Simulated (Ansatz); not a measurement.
## ScAlSe3 in Amm2, a phase reached by a soft mode: following an unstable mode

Wanted: the energy along a soft mode of ScAlSe3 in Amm2, a phase reached by a soft mode and the structure at the end.

Method: DFT PBE, scalar-relativistic, plane waves, PAW; PAW set soft_1, in Ansatz 0.2.0.

This is a report of a sequence of runs, with most program output left out.

The structure was built from a prototype and need not be the compound's stable phase.

**1. Starting point**

The structure is orthorhombic, space group Amm2 (No. 38). Conventional cell: a = 3.784 Å, b = 12.358 Å, c = 6.654 Å, α = 90.00°, β = 90.00°, γ = 90.00°. Sc has 5 Se at 2.64 to 2.72 Å nearest. Nearest to Al lie 4 Se at 2.40 Å. Nearest to Se lie 1 Al at 2.40 Å and 2 Sc at 2.72 Å. Se has 2 Al at 2.40 Å and 1 Sc at 2.64 Å nearest. Farther neighbours and most contacts between anions are not listed.

**2. Modes at Γ**

This phase was reached earlier by freezing in an unstable mode of a structure of higher symmetry and relaxing. Its zone-centre modes can show that it is still unstable.

Input file input.yaml:

```yaml
crystal:
  lattice:
    - [3.7842782188, 0.0, 0.0]
    - [0.0, 6.1792020041, 3.3268936736]
    - [0.0, -6.1792020041, 3.3268936736]
  atoms:
    - { symbol: Sc, position: [0.0, 0.0586185414, 0.0586185414] }
    - { symbol: Al, position: [0.5, 0.4391737924, 0.4391737924] }
    - { symbol: Se, position: [0.5, 0.3327513307, 0.0500443871] }
    - { symbol: Se, position: [0.5, 0.0500443871, 0.3327513307] }
    - { symbol: Se, position: [0.0, 0.6619868952, 0.6619868952] }
kpoints:
  mp_grid: { grid: [6, 4, 4] }
hamiltonian:
  xc: pbe
  pseudopotentials: { kind: paw, azcp: { folder: soft_1 } }
scf:
  occupations: { method: fixed }
output:
  eigenvalues: true
phonons:
  method: dfpt
  dielectric: true
  rigid_motions: translations
```

The run is started by

```bash
$ ansatz run input.yaml --threads 4 --pin off --max-ram 16384MiB --backend cpu --events-out ev --progress --plain --runs-dir out
```

It took 2.6 min on 4 threads of Arm Neoverse V2, shared host; peak memory 1.8 GiB; 10 min of CPU time.

This step gave:

```yaml
gap_on_the_k_mesh: 1.448 eV
volume_per_atom: 31.12 Å³
sum_rule_residual_before_enforcement: 9.85e-5 eV/Å²
miss_of_the_charge_sum_rule: 0.02682 e
estimated_error_of_the_dielectric_tensor: 0.02471
estimated_error_of_the_born_charges: 0.04036 e
point_group: mm2
highest_optical_mode_at_the_zone_centre_no_lo_to_term: 411.5 cm⁻¹
lowest_optical_zone_centre_mode: -22.43 cm⁻¹
mean_high_frequency_dielectric_constant: 5.149
largest_born_charge_third_of_the_trace: 2.791 e
top_of_the_zone_centre_spectrum_with_the_field: 435.7 cm⁻¹
```

Patterns of degenerate modes are one choice out of their space. Modes at Γ, with each element's share of the kinetic energy (negative means imaginary):

| mode | frequency (cm⁻¹) | symmetry | Sc % | Al % | Se % |
| --- | --- | --- | --- | --- | --- |
| 1 | -22.4 | B2 | 9 | 0 | 91 |
| 2 | 0.0 | acoustic | 15 | 9 | 77 |
| 3 | 0.0 | acoustic | 15 | 9 | 77 |
| 4 | 0.0 | acoustic | 15 | 9 | 77 |
| 5 | 80.2 | B2 | 3 | 15 | 82 |
| 6 | 95.1 | B1 | 5 | 11 | 84 |
| 7 | 96.2 | A2 | 0 | 0 | 100 |
| 8 | 173.7 | A1 | 5 | 3 | 92 |
| 9 | 190.9 | B2 | 59 | 20 | 21 |
| 10 | 195.8 | A1 | 11 | 1 | 88 |
| 11 | 197.1 | B1 | 80 | 0 | 20 |
| 12 | 254.0 | A1 | 64 | 1 | 35 |
| 13 | 328.6 | B2 | 15 | 57 | 29 |
| 14 | 331.8 | B1 | 0 | 80 | 20 |
| 15 | 411.5 | A1 | 5 | 85 | 9 |

Displacements in mode 1 (-22.4 cm⁻¹), the largest set to 1:
```
Sc1  0.00 -0.50  0.00
Al2  0.00 -0.05  0.00
Se3  0.00 -0.35 -0.34
Se4  0.00 -0.35  0.34
Se5  0.00  1.00  0.00
```

Displacements in mode 5 (80.2 cm⁻¹), the largest set to 1:
```
Sc1  0.00  0.35  0.00
Al2  0.00 -1.00  0.00
Se3  0.00 -0.20  0.87
Se4  0.00 -0.20 -0.87
Se5  0.00  0.53  0.00
```

Before it was imposed, the acoustic sum rule was missed by 9.8e-5 eV/Å² and the charge sum rule by 0.027 e. Small misses are needed for a sound result but don't prove that mesh and cutoff are converged. The lowest optical mode is imaginary, 22.4i cm⁻¹, so the energy falls along it.

The log warns of the k mesh: “the force constants stand on the 6×4×4 k-mesh, whose period is 11.55 times the interband length at k = (0.0000, 0.0000, 0.0000), direct gap 2.038 eV, under 14: take them and everything formed from them as unconverged”.

**3. The mode frozen in, largest atomic shift 0 Å**

The mode followed lies at Γ with frequency 22.4i cm⁻¹, the softest among the wavevectors solved. At small amplitude the distorted cell has space group no. 6 by a symmetry search on the positions. The undistorted cell that holds it gives the zero of energy on the same k mesh.

input.yaml: that of step 2 with these lines changed.

```diff
@@ -17,8 +17,6 @@
 scf:
-  occupations: { method: fixed }
+  occupations: { method: gaussian, width: 0.02 }
 output:
+  forces: true
+  stress: true
   eigenvalues: true
-phonons:
-  method: dfpt
-  dielectric: true
-  rigid_motions: translations
```

The job ended after 4.8 s (4 threads; peak memory 0.48 GiB).

This step gave:

- pressure: -6.49e-4 GPa
- energy from the undistorted cell: 0 meV/atom

At this level the gap is 1.45 eV on the k-mesh of the self-consistent run, which can miss the band edges.

**4. The mode frozen in, largest atomic shift 0.22 Å**

The atoms are moved along the unstable eigenvector, the largest shift by 0.22 Å, with the cell fixed.

input.yaml, the sections that differ from step 3:

```yaml
crystal:
  lattice:
    - [3.7842782188, 0.0, 0.0]
    - [0.0, 6.1792020041, 3.3268936736]
    - [0.0, -6.1792020041, 3.3268936736]
  atoms:
    - { symbol: Sc, position: [0.0, 0.0674699962, 0.0497670867] }
    - { symbol: Al, position: [0.5, 0.439996729, 0.4383508558] }
    - { symbol: Se, position: [0.5, 0.3502132384, 0.0550246884] }
    - { symbol: Se, position: [0.5, 0.0450640859, 0.315289423] }
    - { symbol: Se, position: [0.0, 0.6441852438, 0.6797885466] }
# kpoints, hamiltonian, scf, output: as in step 3
```

The job ended after 6.3 s (4 threads; peak memory 0.52 GiB).

Numbers from this step:

```yaml
pressure: -0.2444 GPa
gap_on_the_k_mesh: 1.528 eV
energy_from_the_undistorted_cell: -0.462 meV/atom
```

The energy, extrapolated to zero smearing, is -0.46 meV/atom against the undistorted cell.

The run ends at a pressure of -0.24 GPa, with forces up to 0.090 eV/Å.

**5. Energy along the mode, all amplitudes (two of the runs are shown above)**

An imaginary frequency means negative curvature, so the energy should fall and then rise again as anharmonic terms take over.

This step gave:

```
depth at the lowest point sampled  : 0.462 meV/atom
largest atomic shift at that point : 0.22 Å
```

Table of energy from the parent by largest atomic shift:

| largest atomic shift (Å) | energy from the parent (meV/atom) |
| --- | --- |
| 0.000 | 0 |
| 0.040 | -0.037 |
| 0.080 | -0.139 |
| 0.140 | -0.35 |
| 0.220 | -0.462 |
| 0.320 | 0.543 |
| 0.450 | 6.20 |

Displacement at unit largest shift by atom:

| atom | x (Å) | y (Å) | z (Å) | size |
| --- | --- | --- | --- | --- |
| Sc1 | 0.00 | 0.50 | 0.00 | 0.50 |
| Al2 | 0.00 | 0.05 | 0.00 | 0.05 |
| Se3 | 0.00 | 0.35 | 0.34 | 0.49 |
| Se4 | 0.00 | 0.35 | -0.34 | 0.49 |
| Se5 | 0.00 | -1.00 | 0.00 | 1.00 |

The lowest of the steps tried is at 0.22 Å, 0.462 meV/atom below the parent; the bottom of the well need not coincide with a step.

**6. Relaxing from the distorted cell**

Starting from the lowest point found, all atoms and the cell are let go, so that strain and other modes of the same symmetry can join in.

input.yaml: that of step 4 with these lines changed.

```diff
@@ -17,3 +17,3 @@
 scf:
-  occupations: { method: gaussian, width: 0.02 }
+  occupations: { method: fixed }
 output:
@@ -22 +22,6 @@
   eigenvalues: true
+relax:
+  adjacent_minimum: "off"
+  f_tol: 0.002
+  max_steps: 120
+  cell: { stress_tol: 0.03 }
```

Run time: 49 s. Hardware: 4 threads; peak memory 0.57 GiB; 3.2 min of CPU time.

Step by step:

| step | energy less that of the first step (eV) | largest force component (eV/Å) | pressure (GPa) | volume (Å³) |
| --- | --- | --- | --- | --- |
| 1 | 0.0000 | 0.0876 | -0.24 | 155.59 |
| 2 | -0.0012 | 0.0702 | 0.07 | 155.01 |
| 3 | -0.0021 | 0.0172 | 0.05 | 154.72 |
| 4 | -0.0026 | 0.0434 | 0.08 | 154.14 |
| 5 | -0.0035 | 0.0279 | 0.02 | 154.99 |
| 6 | -0.0037 | 0.0063 | -0.01 | 155.66 |
| 7 | -0.0037 | 0.0030 | 0.00 | 155.66 |
| 8 | -0.0037 | 0.0008 | 0.00 | 155.67 |
| 9* | -0.0037 | 0.0008 | 0.00 | 155.67 |

Relaxation steps marked * repeat the geometry before them on a plane-wave basis chosen anew for their cell, so energy and pressure can jump there.

The run keeps the 2 symmetry operations that it works with, so distortions that break them were not tested.

| cell as run | before | after | change |
| --- | --- | --- | --- |
| a (Å) | 3.784 | 3.781 | -0.1 % |
| b (Å) | 7.018 | 7.182 | +2.3 % |
| c (Å) | 7.018 | 6.938 | -1.1 % |
| α (°) | 123.40 | 124.28 | +0.7 % |
| volume (Å³/atom) | 31.12 | 31.13 | +0.0 % |

The atoms that moved most (Å, as changes of fractional coordinates times the final cell):

| atom | dx | dy | dz | length |
| --- | --- | --- | --- | --- |
| Se5 | 0.000 | -0.076 | 0.013 | 0.077 |
| Se4 | 0.000 | 0.045 | 0.022 | 0.050 |
| Sc1 | 0.000 | 0.042 | -0.012 | 0.044 |
| Se3 | 0.000 | 0.005 | -0.032 | 0.033 |
| Al2 | 0.000 | -0.016 | 0.009 | 0.019 |

Numbers from this step:

```
pressure          : -0.001323 GPa
gap on the k-mesh : 1.620 eV
volume per atom   : 31.13 Å³
```

The distorted start has space group Pm; the relaxation ends in Pm.

**7. The new phase in its own primitive cell**

The relaxed structure is symmetrised, reduced to its primitive cell and relaxed tightly, as its phonons need.

input.yaml, the sections that differ from step 6:

```yaml
crystal:
  lattice:
    - [6.6019330959, 0.0, 0.0]
    - [0.0, 3.7809536132, 0.0]
    - [-3.0400198795, 0.0, 6.2361821877]
  atoms:
    - { symbol: Sc, position: [0.9310395393, 0.0, 0.9755230372] }
    - { symbol: Al, position: [0.5598836923, 0.5, 0.0009824385] }
    - { symbol: Se, position: [0.6542545268, 0.5, 0.7039371955] }
    - { symbol: Se, position: [0.9481438479, 0.5, 0.2630774916] }
    - { symbol: Se, position: [0.3597491005, 0.0, 0.0477711444] }
kpoints:
  mp_grid: { grid: [4, 6, 4] }
relax:
  adjacent_minimum: "off"
  f_tol: 0.001
  max_steps: 60
  cell: { stress_tol: 0.01 }
# hamiltonian, scf, output: as in step 6
```

Run time: 13 s. Hardware: 4 threads; peak memory 0.56 GiB.

Little changed from the start: no atom moved by 0.005 Å and no cell edge by 0.1 %.

This step gave:

```
pressure           : -0.001320 GPa
direct gap on mesh : 1.969 eV
```

The largest force component left is 0.80 meV/Å and the pressure is -0.001 GPa, within the tolerances set. The cell now holds 31.13 Å³/atom.

**8. Modes of the new phase**

A relaxed structure may still be a saddle point, so its zone-centre modes are computed. The response to a homogeneous field gives the Born charges and the dielectric tensor.

input.yaml: that of step 7 with these lines changed.

```diff
@@ -19,9 +19,6 @@
 output:
-  forces: true
-  stress: true
   eigenvalues: true
-relax:
-  adjacent_minimum: "off"
-  f_tol: 0.001
-  max_steps: 60
-  cell: { stress_tol: 0.01 }
+phonons:
+  method: dfpt
+  dielectric: true
+  rigid_motions: translations
```

Elapsed: 3.1 min, on 4 threads; peak memory 1.8 GiB.

This step gave:

```
sum-rule residual before enforcement                    : 1.38e-4 eV/Å²
miss of the charge sum rule                             : 0.02488 e
estimated error of the dielectric tensor                : 0.02420
estimated error of the Born charges                     : 0.03863 e
point group                                             : m
highest optical mode at the zone centre (no LO-TO term) : 410.9 cm⁻¹
lowest optical zone-centre mode                         : 38.79 cm⁻¹
mean high-frequency dielectric constant                 : 5.197
largest Born charge (third of the trace)                : 2.768 e
mean static dielectric constant                         : 7.895
top of the zone-centre spectrum with the field          : 433.9 cm⁻¹
```

Patterns of degenerate modes are one choice out of their space. Modes at Γ, with each element's share of the kinetic energy:

| mode | frequency (cm⁻¹) | symmetry | Sc % | Al % | Se % |
| --- | --- | --- | --- | --- | --- |
| 1 | 0.0 | acoustic | 15 | 9 | 77 |
| 2 | 0.0 | acoustic | 15 | 9 | 77 |
| 3 | 0.0 | acoustic | 15 | 9 | 77 |
| 4 | 38.8 | A' | 9 | 0 | 90 |
| 5 | 85.0 | A' | 2 | 15 | 84 |
| 6 | 95.1 | A'' | 5 | 10 | 85 |
| 7 | 97.4 | A'' | 0 | 1 | 99 |
| 8 | 170.3 | A' | 8 | 5 | 87 |
| 9 | 193.6 | A' | 53 | 13 | 35 |
| 10 | 195.3 | A' | 15 | 6 | 79 |
| 11 | 197.4 | A'' | 80 | 0 | 20 |
| 12 | 251.8 | A' | 64 | 2 | 34 |
| 13 | 329.0 | A'' | 0 | 80 | 20 |
| 14 | 329.6 | A' | 15 | 57 | 28 |
| 15 | 410.9 | A' | 5 | 85 | 10 |

Displacements in mode 4 (38.8 cm⁻¹), the largest set to 1:
```
Sc1  0.08  0.00 -0.56
Al2 -0.06  0.00  0.12
Se3 -0.52  0.00 -0.29
Se4  0.49  0.00 -0.43
Se5  0.00  0.00  1.00
```

Displacements in mode 11 (197.4 cm⁻¹), the largest set to 1:
```
Sc1  0.00  1.00  0.00
Al2  0.00 -0.02  0.00
Se3  0.00 -0.26  0.00
Se4  0.00 -0.26  0.00
Se5  0.00 -0.04  0.00
```

Optical modes at the zone centre, without and with the macroscopic field of the longitudinal modes; each column is sorted by frequency, so a row need not hold one and the same mode. Modes with and without the field, by row:

| rank among optical modes | no field (cm⁻¹) | q along (1, 0, 0) (cm⁻¹) | q along (0, 1, 0) (cm⁻¹) | q along (0, 0, 1) (cm⁻¹) |
| --- | --- | --- | --- | --- |
| 1 | 38.8 | 39.2 | 38.8 | 39.3 |
| 2 | 85 | 85.1 | 85 | 85.5 |
| 3 | 95.1 | 95.1 | 95.2 | 95.1 |
| 4 | 97.4 | 97.4 | 97.4 | 97.4 |
| 5 | 170.3 | 171 | 170.3 | 170.4 |
| 6 | 193.6 | 195.3 | 193.6 | 194.6 |
| 7 | 195.3 | 195.5 | 195.3 | 196 |
| 8 | 197.4 | 197.4 | 238.2 | 197.4 |
| 9 | 251.8 | 290.8 | 251.8 | 251.9 |
| 10 | 329 | 329 | 329.6 | 329 |
| 11 | 329.6 | 331 | 355.3 | 339.4 |
| 12 | 410.9 | 433.9 | 410.9 | 411.6 |

Born charge (rows field, columns displacement) (e), principal values of the symmetric part by kind of site:

| atom | atoms with these values | low | middle | high | mean |
| --- | --- | --- | --- | --- | --- |
| Sc1 | 1 | 1.22 | 3.25 | 3.83 | 2.77 |
| Al2 | 1 | 0.95 | 2.39 | 3.03 | 2.12 |
| Se3 | 1 | -2.02 | -1.40 | -0.93 | -1.45 |
| Se4 | 1 | -2.13 | -1.52 | -0.89 | -1.51 |
| Se5 | 1 | -3.33 | -2.07 | -0.39 | -1.93 |

In full for Al2:

```
 3.01  0.00 -0.21
 0.00  2.39  0.00
-0.13  0.00  0.96
```

High-frequency dielectric tensor:

```
5.72 0.00 0.00
0.00 6.20 0.00
0.00 0.00 3.68
```

Static dielectric tensor (ions relaxed, fixed cell):

```
 9.00  0.00  0.14
 0.00 10.55  0.00
 0.14  0.00  4.14
```

Transverse modes. Infrared lines, with heights relative to the strongest:

| position (cm⁻¹) | relative intensity |
| --- | --- |
| 39 | 0.3 |
| 85 | 0.3 |
| 95 | 0.2 |
| 97 | 0.1 |
| 170 | 1.8 |
| 194 | 7.4 |
| 195 | 0.3 |
| 197 | 98 |
| 252 | 100 |
| 329 | 59 |
| 330 | 20 |
| 411 | 63 |

Before it was imposed, the acoustic sum rule was missed by 1.4e-4 eV/Å² and the charge sum rule by 0.025 e. Small misses are needed for a sound result but don't prove that mesh and cutoff are converged. The lowest optical mode is real, 38.8 cm⁻¹.

The log warns of the k mesh: “the force constants stand on the 4×6×4 k-mesh, whose period is 11.47 times the interband length at k = (0.0000, 0.0000, 0.0000), direct gap 2.041 eV, under 14: take them and everything formed from them as unconverged”.

**9. The phases reached**

The phases reached along the modes that were followed are set side by side.

Energies are those of the first relaxation, on the mesh of the frozen mode; space group, volume and gap are those of the last relaxation. Phases, by row:

| mode frozen in | space group | energy from parent (meV/atom) | volume (Å³/atom) | gap on mesh (eV) | lowest zone-centre optical mode (cm⁻¹) | largest shift (Å) |
| --- | --- | --- | --- | --- | --- | --- |
| parent | Amm2 | 0 | 31.12 | 1.448 | – | – |
| q = (0, 0, 0), 22i cm⁻¹ | Pm | -1.21 | 31.13 | 1.62 | 38.8 | 0.309 |

**10. Outcome**

| Quantity | Value |
| --- | --- |
| unstable mode of the parent | q = (0, 0, 0), 22i cm⁻¹ |
| depth at the lowest point sampled | 0.462 meV/atom |
| largest atomic shift at that point | 0.22 Å |
| space group reached (within 0.01 Å) | Pm |
| energy gained over the parent (first relaxation, on the mesh of the frozen mode) | 1.21 meV/atom |
| volume per atom, phase reached | 31.1 Å³ |
| gap on the k-mesh, phase reached | 1.62 eV |
| lowest optical zone-centre mode, phase reached | 38.8 cm⁻¹ |
| highest optical mode at the zone centre (no LO-TO term), phase reached | 411 cm⁻¹ |

**Reading.** Along this mode the structure falls into Pm, 1.21 meV/atom below the parent. At the parent's cell the well is 0.462 meV/atom deep on the steps tried, with its lowest point at a shift of 0.22 Å. Relaxing atoms and cell changes the gain by +0.75 meV/atom against the lowest step (energies at zero smearing). Most of the total comes from this relaxation. The new phase has no imaginary mode at the zone centre of its cell; other wavevectors were not checked. How so shallow a well moves with the k mesh was not tested. Each path keeps the symmetry of its pattern, so a lower phase may lie along a pattern not tried. With the field response the log warns that the k mesh is coarse for the force constants too, so the frequencies may not be converged. The starting cell was built on a prototype and not taken from a measurement, so the phase need not exist.

[Logs are printed without paths, hosts, clocks, repeated set-up lines and the standing remarks that a program may print on its own settings, such as how far it seeks lower states.]

[Hosts, paths, dates, database ids (printed as entryN), source tags and the programs' standing remarks are cut or masked in the printed files.]
